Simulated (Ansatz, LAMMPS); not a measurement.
# Charge trapping in glassy 57SiO2-27Al2O3-16BaO (mol %) (149 atoms): runs compared

Aim: add and remove one electron in glassy 57SiO2-27Al2O3-16BaO (mol %) (149 atoms), with atoms held and relaxed, and read trapping energy and localisation.

Computed with Ansatz 0.2.0: Kohn-Sham DFT, PBE, PAW (set soft_1), plane waves.

### Step 1. The cell as built

The cell holds 149 atoms: 25 Si, 24 Al, 7 Ba and 93 O. Its edges and angles: a = 12.979 Å, b = 12.979 Å, c = 12.979 Å, α = 90.0°, β = 90.0°, γ = 90.0°. 149 atoms (25 Si, 24 Al, 7 Ba, 93 O) placed at random at 2.88 g/cm³, melted at 4000 K for 10 ps at fixed volume with the Morse and Coulomb pair potential with partial charges (Pedone, Malavasi, Menziani, Cormack and Segre, J. Phys. Chem. B 110, 11780 (2006)). Quenched from 4000 K to 300 K at 25 K/ps and fixed volume, held 5 ps.

Limits known from the start: The quench rate of 25 K/ps is many orders above laboratory rates, so the cell is likely richer in defects and strain than a real sample. The network of bonds at the start is that of the classical potential that made the cell, and needn't be the one that DFT or experiment would give. Only the Γ point is sampled, in a cell whose shortest periodic width is 13 Å. The levels lack spin–orbit coupling, which is large for the heavy elements here.

### Step 2. The reference run

The reference is a single point at the end of the relaxation.

The charged cells start from the geometry of this run, on a uniform background, with spin and a narrow Fermi–Dirac smearing.

Its input, with most atom lines left out:

```yaml
crystal:
  lattice:
    - [12.9793, 0.0, 0.0]
    - [0.0, 12.9793, 0.0]
    - [0.0, 0.0, 12.9793]
  atoms:
    - { symbol: Si, position: [0.66546, 0.40821, 0.76741] }
    - { symbol: Si, position: [0.92079, 0.84588, 0.48445] }
    - { symbol: Si, position: [0.91052, 0.62013, 0.15033] }
    - { symbol: Si, position: [0.85634, 0.48508, 0.3219] }
    - { symbol: Si, position: [0.17978, 0.51499, 0.55215] }
    - { symbol: Si, position: [0.41609, 0.55723, 0.8891] }
    - { symbol: Si, position: [0.89924, 0.4411, 0.67592] }
    [... atom lines 8 to 149 left out ...]
kpoints:
  mp_grid: { grid: [1, 1, 1] }
hamiltonian:
  xc: pbe
  pseudopotentials: { kind: paw, azcp: { folder: soft_1 } }
scf:
  occupations: { method: fermi_dirac, width: 0.05 }
output:
  forces: true
  stress: true
  populations: true
  dos:
    method: { smearing: { sigma: 0.08 } }
    de: 0.1
    projected: { site_lists: { Al: [Al], Ba: [Ba], O: [O], Si: [Si] } }
  eigenvalues: true
  write_density: true
  write_potential: true
  volumetric_format: npy
```

| Quantity | Value |
| --- | --- |
| free energy per atom | -828.2302 eV/atom |
| r.m.s. force component | 0.00713 eV/Å |
| pressure | 0.1379 GPa |

Filled and empty levels are parted by 3.89 eV (at Γ alone); a semilocal functional tends to put such gaps too low. In a disordered cell it changes from sample to sample, and tail or defect levels can set it.

### Step 3. The runs

Each row is one run, on 8 threads of AMD EPYC 7B13 (Zen 3), shared host. The free energy is the program's total, comparable only between runs with the same functional, potentials and atoms; between charge states it hangs on the program's zero of potential.

```
                                              run  atoms    outcome  ionic steps, all passes  free energy (eV)     time  host memory (GiB)
                        Single point at the start    149  converged                        -       -123394.128     19 s                3.4
                                       Relaxation    149  converged                       27       -123406.307    5 min                3.4
             Single point at the relaxed geometry    149  converged                        -       -123406.307     37 s                3.4
                    An extra electron, atoms held    149  converged                        -       -123399.060     66 s                5.9
                 An extra electron, atoms relaxed    149  converged                        4       -123399.070  2.2 min                5.7
An extra electron, levels at the relaxed geometry    149  converged                        -       -123399.070     66 s                5.9
          Neutral at the geometry of the electron    149  converged                        -       -123406.298     31 s                3.4
                        An extra hole, atoms held    149  converged                        -       -123409.475    2 min                5.9
                     An extra hole, atoms relaxed    149  converged                       11       -123409.589  8.1 min                5.7
    An extra hole, levels at the relaxed geometry    149  converged                        -       -123409.589     97 s                5.9
              Neutral at the geometry of the hole    149  converged                        -       -123406.119     30 s                3.4
```

In some runs the program notes that the exchange-correlation potential is rough where the density is thin and starting moments were not kept.

The surroundings of O141, which holds the most spin of the extra hole after relaxation, nearest first, numbered as they follow in the input and with coordinates relative to it.

```
atom      x      y      z  distance (Å)  Löwdin charge (e)  moment (μB)
O141   0.00   0.00   0.00          0.00              -0.80         0.15
Al27  -0.39   0.76   1.51          1.73               1.36         0.00
Al28   0.40  -0.72  -1.54          1.74               1.30         0.00
O138   0.27  -2.43  -1.08          2.67              -0.96         0.04
 O77   1.11   1.38   2.11          2.75              -0.80         0.00
 O76  -0.04   2.63  -0.97          2.80              -0.73         0.01
O142  -0.82  -0.29  -2.71          2.85              -0.81         0.00
 O58  -1.55   2.17   1.17          2.92              -0.78         0.00
```

### Step 4. Energies and spread of the extra charge

Energies are differences within one cell and functional; the shift is the gain plus the neutral cell's energy at the new geometry, that is how much cheaper the vertical process becomes there. The spread is the participation number of the site moments (1/Σw², over the spin inside atomic spheres), with the atom that holds the largest share and the spin that the spheres hold in all.

| carrier | charged less neutral, atoms held (eV) | gain on relaxing (eV) | neutral cell at that geometry, less the reference (eV) | shift of the vertical energy (eV) | spread, atoms held | spread, relaxed |
| --- | --- | --- | --- | --- | --- | --- |
| electron | 7.247 | 0.010 | 0.009 | 0.019 | - | - |
| hole | -3.168 | 0.114 | 0.188 | 0.302 | 22; O141 11 % of 0.78 μB | 10; O141 19 % of 0.79 μB |

### Step 5. Findings

The extra electron gains 0.010 eV as the atoms relax: so small a gain shows no trapping at this level. The cell with the electron keeps a moment of only 0.00 μB where one unpaired electron should give 1 μB: the carrier is shared between both spins, which can hide trapping. The extra hole gains 0.11 eV as the atoms relax, and its spin goes from about 22 to 10 atoms: a partial localisation as the atoms move, with the largest share on O141. The O141–O138 distance goes from 2.76 to 2.67 Å. The hole is shared among 3 partly filled levels, as near-degenerate levels under the smearing give, and as self-interaction favours. Adding the two vertical energies gives 4.08 eV, against a gap of 3.89 eV in the neutral cell. The zero of the potential cancels in this sum; the excess isn't taken apart here: charging of a small cell, filling of bands on a coarse mesh and the attraction to the background can all enter.

Caveats: Single energies of charged cells hang on the program's zero of potential. In the spin-polarised runs the search for a state of lower energy was switched off. No distortion was seeded, so a trapped state behind a barrier can't be found. Local and semilocal functionals favour spread-out charges, so trapping can be missed. Charged cells carry a uniform background, with no correction for images.

The DFT runs together took 23 min of wall time.

[Logs are printed without paths, hosts, clocks, repeated set-up lines and the standing remarks that a program may print on its own settings, such as how far it seeks lower states.]

[Hosts, paths, dates, database ids (printed as entryN), source tags and the programs' standing remarks are cut or masked in the printed files.]
